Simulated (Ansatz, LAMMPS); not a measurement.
# A frame of liquid 52SiO2-48Li2O (mol %) from 2790 K (69 atoms): geometry optimisation, part 3 of 3

Aim: bring a frame of liquid 52SiO2-48Li2O (mol %) from 2790 K (69 atoms) to a nearby minimum of the energy and see what moves.

Ansatz 0.2.0; Kohn-Sham DFT, revPBE, PAW (set soft_2), plane waves.

The cell: 12 Si, 22 Li and 35 O. The network of bonds at the start is that of the classical potential that made the cell. The Brillouin zone is sampled at Γ only, in a cell whose shortest periodic width is 9 Å.

So far, density (g/cm³): step 5 (local order after relaxation) 2.33.

## (6) Single point at the relaxed geometry

One more single point at the end of the walk gives the fuller output and checks the residual forces.

The input, input.yaml:

```yaml
crystal:
  lattice:
    - [9.0778, 0.0, 0.0]
    - [0.0, 9.0778, 0.0]
    - [0.0, 0.0, 9.0778]
  atoms:
    - { symbol: Si, position: [0.4297, 0.76364, 0.63955] }
    - { symbol: Si, position: [0.41244, 0.94231, 0.94098] }
    - { symbol: Si, position: [0.74551, 0.81807, 0.98671] }
    - { symbol: Si, position: [0.93499, 0.66714, 0.25549] }
    - { symbol: Si, position: [0.45958, 0.6127, 0.21054] }
    - { symbol: Si, position: [0.28506, 0.06429, 0.64631] }
    - { symbol: Si, position: [0.22221, 0.55045, 0.4422] }
    - { symbol: Si, position: [0.7935, 0.3471, 0.77948] }
    - { symbol: Si, position: [0.70979, 0.16403, 0.29992] }
    - { symbol: Si, position: [0.46548, 0.50437, 0.87696] }
    - { symbol: Si, position: [0.6821, 0.47874, 0.38857] }
    - { symbol: Si, position: [0.9428, 0.79805, 0.8021] }
    - { symbol: Li, position: [0.07695, 0.91579, 0.03639] }
    - { symbol: Li, position: [0.91692, 0.63922, 0.56104] }
    - { symbol: Li, position: [0.46093, 0.94646, 0.39749] }
    - { symbol: Li, position: [0.34257, 0.21828, 0.41757] }
    - { symbol: Li, position: [0.90014, 0.13798, 0.99098] }
    - { symbol: Li, position: [0.21329, 0.96961, 0.22878] }
    - { symbol: Li, position: [0.53466, 0.19902, 0.80522] }
    - { symbol: Li, position: [0.96243, 0.54502, 0.9398] }
    - { symbol: Li, position: [0.95137, 0.01178, 0.25221] }
    - { symbol: Li, position: [0.39545, 0.3875, 0.62405] }
    - { symbol: Li, position: [0.09821, 0.84815, 0.47754] }
    - { symbol: Li, position: [0.60338, 0.23365, 0.54813] }
    - { symbol: Li, position: [0.15785, 0.33362, 0.73283] }
    - { symbol: Li, position: [0.68025, 0.81767, 0.3581] }
    - { symbol: Li, position: [0.7601, 0.40018, 0.078] }
    - { symbol: Li, position: [0.21023, 0.162, 0.95817] }
    - { symbol: Li, position: [0.52155, 0.19267, 0.1142] }
    - { symbol: Li, position: [0.22788, 0.68117, 0.00303] }
    - { symbol: Li, position: [0.9723, 0.38358, 0.49025] }
    - { symbol: Li, position: [0.80314, 0.01071, 0.59742] }
    - { symbol: Li, position: [0.67757, 0.60265, 0.67527] }
    - { symbol: Li, position: [0.02522, 0.32192, 0.13195] }
    - { symbol: O, position: [0.42289, 0.17719, 0.62675] }
    - { symbol: O, position: [0.48923, 0.77398, 0.26769] }
    - { symbol: O, position: [0.42571, 0.58798, 0.03235] }
    - { symbol: O, position: [0.9111, 0.33805, 0.91467] }
    - { symbol: O, position: [0.88101, 0.93302, 0.92176] }
    - { symbol: O, position: [0.07855, 0.71107, 0.87132] }
    - { symbol: O, position: [0.78944, 0.69581, 0.85431] }
    - { symbol: O, position: [0.56528, 0.83218, 0.55355] }
    - { symbol: O, position: [0.05049, 0.59429, 0.41337] }
    - { symbol: O, position: [0.93813, 0.8382, 0.63088] }
    - { symbol: O, position: [0.25187, 0.00139, 0.47912] }
    - { symbol: O, position: [0.21227, 0.38884, 0.519] }
    - { symbol: O, position: [0.31064, 0.53707, 0.28512] }
    - { symbol: O, position: [0.03608, 0.8195, 0.2561] }
    - { symbol: O, position: [0.78385, 0.76309, 0.14964] }
    - { symbol: O, position: [0.42113, 0.11799, 0.95627] }
    - { symbol: O, position: [0.85773, 0.46496, 0.65958] }
    - { symbol: O, position: [0.15383, 0.12232, 0.74918] }
    - { symbol: O, position: [0.29095, 0.68535, 0.54905] }
    - { symbol: O, position: [0.48675, 0.64441, 0.7624] }
    - { symbol: O, position: [0.79113, 0.03002, 0.38413] }
    - { symbol: O, position: [0.53033, 0.16014, 0.32916] }
    - { symbol: O, position: [0.08239, 0.12057, 0.12464] }
    - { symbol: O, position: [0.57061, 0.46547, 0.52459] }
    - { symbol: O, position: [0.33032, 0.40454, 0.8292] }
    - { symbol: O, position: [0.79086, 0.62758, 0.38804] }
    - { symbol: O, position: [0.73641, 0.18379, 0.12462] }
    - { symbol: O, position: [0.73384, 0.19358, 0.71105] }
    - { symbol: O, position: [0.78228, 0.32402, 0.37755] }
    - { symbol: O, position: [0.58139, 0.87871, 0.95697] }
    - { symbol: O, position: [0.62898, 0.41691, 0.87227] }
    - { symbol: O, position: [0.59589, 0.48808, 0.22713] }
    - { symbol: O, position: [0.36071, 0.90629, 0.74975] }
    - { symbol: O, position: [0.95682, 0.52573, 0.1469] }
    - { symbol: O, position: [0.28545, 0.87438, 0.04088] }
kpoints:
  mp_grid: { grid: [1, 1, 1] }
hamiltonian:
  xc: revpbe
scf:
  occupations: { method: gaussian, width: 0.025 }
output:
  forces: true
  stress: true
  populations: true
  dos:
    method: { smearing: { sigma: 0.1 } }
    de: 0.1
    projected: { site_lists: { Li: [Li], O: [O], Si: [Si] } }
  eigenvalues: true
  write_density: true
  write_potential: true
  volumetric_format: npy
```

Started as:

```sh
> ansatz run input.yaml --threads 4 --pin off --max-ram 8192MiB --backend cpu --events-out ev --progress --plain --runs-dir out
```

Numbers of over 12 decimals in the logs are rounded to 6 here.

What it wrote:

```text
[...]
Crystal: 69 atoms, lattice volume = 748.069 Å³
Basis set: ecut = 420 eV, 14771 PW (Γ), exchange–correlation on 128×128×128 points (8 copies of the dense FFT grid, shifted against one another)
Bands: 231, of which v1, the nominal top of the filled ones, is band 162 counted from 1 (161 counted from 0)
Symmetry: 1 space group operations
[...]
k-points: 1
[...]
SCF iter   1: F=—  HF=-32151.281111 eV  |F-HF|=—  |Δ(HF+E_count)|=         —  Δρ=4.12e-3  dr2=1.64e-1  ethr=1.77e-3  ⟨swp⟩=6.0  Hψ=1022  notcnv=0  defer=28
[...]
SCF iter  10: F=-32151.254902 eV  HF=-32151.254902 eV  |F-HF|=7.58e-9  |Δ(HF+E_count)|=   4.20e-8  Δρ=1.89e-6  dr2=2.23e-8  ethr=3.09e-11  ⟨swp⟩=8.0  Hψ=1174  notcnv=0
SCF 1 converged in 10 iterations: F = -32151.254902 eV  dr2 = 2.23e-8
[...]
SCF converged after 10 iterations
Free energy (F): -32151.254902 eV
[...]
Internal energy: -32151.254902 eV  (E = F + TS)
E sigma→0 (E₀):  -32151.254902 eV
Fermi energy:    5.724436 eV
[...]
--- Forces (eV/Å), atoms counted from 1 ---
  atom   1  Si    -0.00252809    -0.00133447    -0.00103402
  atom   2  Si    -0.01453348    -0.00131076     0.00422155
  atom   3  Si     0.00375282    -0.00374790     0.01164065
  atom   4  Si    -0.00187402    -0.00331402    -0.00584165
  atom   5  Si    -0.01168297    -0.00711634     0.00175593
  atom   6  Si    -0.01550737    -0.00319198     0.00462849
  atom   7  Si     0.01101776    -0.01129062    -0.00062448
  atom   8  Si     0.00869637    -0.00029966     0.01013819
  atom   9  Si     0.00361162    -0.00216950     0.00054398
  atom  10  Si    -0.00887248     0.00010384     0.00363135
  atom  11  Si     0.00140645    -0.00581706     0.01110350
  atom  12  Si     0.00707254     0.00089709    -0.00010220
  atom  13  Li     0.00909488     0.00018137    -0.00450586
  atom  14  Li    -0.00005905    -0.00536507     0.00106906
[...]
atom  68  O     -0.00130422     0.00520337     0.00291778
  atom  69  O     -0.00292898    -0.00032856    -0.00190677
  max |Σ_I F_I| component: 6.70e-5 eV/Å
--- Stress (GPa, compression-positive) ---
        2.003883      -1.169101       0.701337
       -1.169104       1.599234      -0.441056
        0.701327      -0.441053       3.362642
  P = ⅓ Tr σ = 2.3219 GPa (23.219 kbar)
--- Band table (eV) ---
[...]
--- Löwdin populations: 69 sites ---
  site symbol       q [e]
     0     Si      2.3390
     1     Si      2.3633
     2     Si      2.2975
[...]
68      O      6.9853
  spilling = 0.012084 (of n_electrons = 324.000000)
```

Wall time 3 s (4 threads of AMD EPYC 9R45, shared host); peak memory 0.93 GiB.

Numbers from this run:

| Quantity | Value |
| --- | --- |
| free energy | -32151.2549 eV |
| free energy per atom | -465.9602 eV/atom |
| SCF cycles | 10 |
| pressure | 2.322 GPa |
| r.m.s. force component | 0.00555 eV/Å |
| longest force | 0.03805 eV/Å |
| Fermi energy | 5.724 eV |
| gap (highest filled to lowest empty level) | 4.005 eV |
| spilling of the projection | 0.01208 |

Löwdin charges by element and coordination (they lack the spilled electrons, 0.057 e an atom on average):

```
element  coordination  atoms  mean charge (e)  spread   least    most
     Li           all     22            0.786  0.0148   0.763   0.814
     Li             3      7            0.790   0.017   0.768   0.814
     Li             4      9            0.784  0.0146   0.763   0.812
     Li             5      5            0.779  0.0084   0.766   0.789
     Li             6      1            0.798       0   0.798   0.798
      O           all     35           -0.933   0.108   -1.31  -0.729
      O             2      2           -0.788   0.014  -0.802  -0.774
      O             3      9           -0.855  0.0779  -0.965  -0.729
      O             4     15           -0.949  0.0639   -1.01  -0.842
      O             5      8           -0.981  0.0619   -1.05  -0.857
      O             6      1            -1.31       0   -1.31   -1.31
     Si           all     12             1.61  0.0597    1.50    1.70
     Si             4     11             1.61  0.0618    1.50    1.70
     Si             5      1             1.58       0    1.58    1.58
```

Density of states as counts of states in windows of 1 eV (from the Fermi level), total and the larger projections:

```
from (eV)  to (eV)  total   O p  Si p  Li s  O s
      -18      -17    0.0   0.0   0.0   0.0  0.0
      -17      -16    2.0   0.0   0.0   0.2  1.8
      -16      -12    0.0   0.0   0.0   0.0  0.0
      -12      -11    3.4   2.3   0.2   0.0  0.2
      -11      -10    4.6   3.1   0.4   0.0  0.3
      -10       -9    7.7   5.3   0.8   0.0  0.4
       -9       -8   11.3   8.3   1.5   0.1  0.6
       -8       -7   11.9   8.8   1.6   0.2  0.6
       -7       -6   27.7  22.0   2.8   0.6  1.3
       -6       -5   35.2  30.4   2.0   1.1  0.9
       -5       -4   40.3  37.2   1.0   0.7  0.4
       -4       -3   44.7  42.4   0.7   0.4  0.2
       -3       -2   21.7  20.8   0.2   0.3  0.1
       -2       -1    1.6   1.5   0.0   0.1  0.0
       -1        1    0.0   0.0   0.0   0.0  0.0
        1        2    0.8   0.0   0.0   0.4  0.3
        2        3    1.2   0.0   0.0   0.6  0.4
        3        4    5.9   0.7   0.7   2.2  0.7
        4        5   14.7   1.8   3.3   3.5  1.7
```

Between -26 and -18 eV lie 68 more states.

The stored curve holds about 280 of the 324 electrons; the rest, give or take the few that broadening carries across the Fermi level, lie in deeper levels below its range.

The levels nearest the highest filled one (over half full), pooled over k-points and spins:

```
level less the highest filled one (eV)  occupation
                                -0.593           2
                                -0.538           2
                                -0.358           2
                                -0.217           2
                               -0.0577           2
                                     0           2
                                  4.01           0
                                  5.61           0
                                  5.64           0
                                  5.95           0
                                  6.04           0
                                  6.17           0
```

Electrostatic potential energy in the ac plane at fractional y = 0.177, with atoms of Si and Li and O within 0.2 Å of it. With pseudopotentials it is smooth inside the atoms' cores, unlike the true potential.

Values in eV, 13 rows by 16 columns, each cell a mean:
```
  7   7  -7 -25  -8   6 -11  -8   7   7   8   9   8   1 -11  -1
  9   8   5  -1   4   8   7   3  -5   0   7   9   8   7   6   7
 10   7  -6   3   8   9   8  -1 -22 -12   5   1   2   8   9   9
 10   6 -14  -2   5   5   2   1   0   3   1 -31 -27   6   9  10
 10  10   8   4   0  -3 -32 -29   4   5   5  -8  -4   9   9   9
  9   9   8   6   4   3 -13 -10   4  -7  -3   6   8   9   8   8
  8   9   9   7   4  -2   3   7   6   0   1   5   8   9   9   8
  8   9   9   7  -1 -17  -6   5  -3   2   0  -5   1   7   9   8
  8   9   9   7   4   0   4  -7 -34 -23 -22 -34 -24   2   7   8
  9  10  10   9   7   7   8   5 -10  -5 -20 -33 -22   2   7   8
  7  -1   8  10   9   8   7   2  -7   0   0 -22 -17   6   8   9
  3 -15   3   9   8   8   6  -7 -25  -7   1 -29 -27   4   7   7
  8   8   3  -5   2   8   4   2   0   4   8   5   4   1 -11  -1
```
Columns run along a (9.1 Å; values clipped at the 3rd and 97th percentile), rows up along c (9.1 Å). Atoms in or near the plane, at fractional coordinates: Si at (0.71, 0.30), Li at (0.53, 0.81), Li at (0.21, 0.96), Li at (0.52, 0.11), O at (0.42, 0.63), O at (0.53, 0.33), O at (0.74, 0.12), O at (0.73, 0.71).

Valence density in the ac plane at fractional y = 0.177, with atoms of Si and Li and O within 0.2 Å of it. It is the smooth field of the valence electrons, not physical close to the nuclei.

Ten steps, logarithmic in the rise over the least value, from '_' (0.0 e/Å³) to '@' (6.6 e/Å³), each cell a mean:
```
......::##@@##----**####++--..______......==##**::
______..**%%**::--++##**++::..____________..--::..
____....::--::..::==++==--::..______............__
__..::--==--::....::::::++##**::..::::::......____
__::==****++--........::**@@##----==++==--::..____
..--++####**==::..::::::==##++--==##%%##++::..____
..::++####**==----==++++--::::--++%%@@@@**--..____
__::--++++==----==##%%%%**--::::++##@@%%++--..____
__....::--------++%%@@@@##==::::--++**++==::______
______......::--++##@@@@**--::--::::--::::..______
__________....::--++****==::==++--......__________
__________......::------::..::--::....____________
____________..::==--::..::::::............________
____________..==##**--::======--::::::::::..______
______________--**++--==##%%##++==--------::..____
________________..::--++%%@@%%**==--------::..____
__________________..::++%%@@%%**==::::----::..____
..........__________::==**##**++==--------::..____
::------::..________..::--==----==++**++==::......
==++**++--..__________..==++----++##%%##++--....::
++####**==::__________::%%@@**--++%%@@@@**--....::
==**##**==::..____....--%%@@**--++%%@@%%**--....::
--==++==--::......::----====::::--++****==::--::::
::::--::==**==..--==**++==::......::----::==##**::
```
Columns run along a (9.1 Å), rows up along c (9.1 Å). Atoms in or near the plane, at fractional coordinates: Si at (0.71, 0.30), Li at (0.53, 0.81), Li at (0.21, 0.96), Li at (0.52, 0.11), O at (0.42, 0.63), O at (0.53, 0.33), O at (0.74, 0.12), O at (0.73, 0.71).

Mean Löwdin charges: Li +0.79, O -0.93, Si +1.61 e (they miss 1.2 % of the electrons, so they add up to more than the cell's charge). The largest share in the top eV of filled states is O p (97 % of the projected weight), and in the lowest eV of empty states Li s (53 % of the projected weight).

Local excerpt of 12 atoms (numbers count through the whole input) about O43, which has 5 bonded neighbours where the commonest count for O is 4; x, y, z are measured from there.

```
atom      x      y      z  distance (Å)  bonds  Löwdin charge (e)
 O43   0.00   0.00   0.00          0.00      5              -0.90
 Si7   1.56  -0.40   0.26          1.63      4               1.65
Li14  -1.21   0.41   1.34          1.85      4               0.78
 Si4  -1.05   0.66  -1.43          1.89      5               1.58
Li31  -0.71  -1.91   0.70          2.16      4               0.81
 O60  -2.36   0.30  -0.23          2.39      4              -0.86
Li23   0.43   2.30   0.58          2.42      5               0.79
 O48  -0.13   2.04  -1.43          2.50      5              -1.01
 O46   1.47  -1.87   0.96          2.56      5              -1.00
 O68  -0.85  -0.62  -2.42          2.64      4              -1.01
 O53   2.18   0.83   1.23          2.64      3              -0.80
 O47   2.36  -0.52  -1.16          2.68      2              -0.80
```

The column of bonds counts only the pairs O-Li within 2.58 Å, O-Si within 2.16 Å; other neighbours, such as metal atoms beside each other in a compound, aren't counted, and periodic images can show an atom twice.

## (7) Summary of results

| Quantity | Value |
| --- | --- |
| energy change in the relaxation | -454.2 meV/atom |
| r.m.s. displacement | 0.773 Å |
| largest displacement | 1.91 Å |
| free energy per atom | -465.9602 eV/atom |
| pressure | 2.322 GPa |
| r.m.s. force component | 0.00555 eV/Å |
| gap (highest filled to lowest empty level) | 4.005 eV |
| wall time of the 3 DFT runs | 60 s |

Relaxation lowers the energy by 454 meV/atom and moves atoms by 0.77 Å r.m.s.; the r.m.s. force component goes from 2.9 to 0.0056 eV/Å, the pressure goes from 14 to 2.3 GPa, and the gap from 1.23 to 4.01 eV. By the final cutoffs 22 of 129 bonded pairs parted and 30 joined. From the first step to the last the energy fell by 31.340 eV, and the largest move was 1.91 Å (Li34). The O-Li bonds change most in mean length: from 2.140 Å (spread 0.229) to 2.049 Å (spread 0.153), and their number from 81 to 88. With the cutoffs above, 41 % of Li atoms have 4, 43 % of O atoms have 4 and 92 % of Si atoms have 4 bonded neighbours. 37 % of the oxygens bridge two formers (Si) and 57 % are non-bridging; 3 % join three; 3 % join none. The highest filled and lowest empty levels differ by 4.01 eV (at Γ alone); a semilocal functional tends to put such gaps too low. In a disordered cell it changes from sample to sample and from frame to frame.

Caveats: The network of bonds at the start is that of the classical potential that made the cell; in DFT 22 of its 129 bonded pairs passed out of the cutoffs and 30 came within them. The pressure of 2.3 GPa shows the cell to be compressed for this functional.

[Logs are printed without paths, hosts, clocks, repeated set-up lines and the standing remarks that a program may print on its own settings, such as how far it seeks lower states.]

[Hosts, paths, dates, database ids (printed as entryN), source tags and the programs' standing remarks are cut or masked in the printed files.]
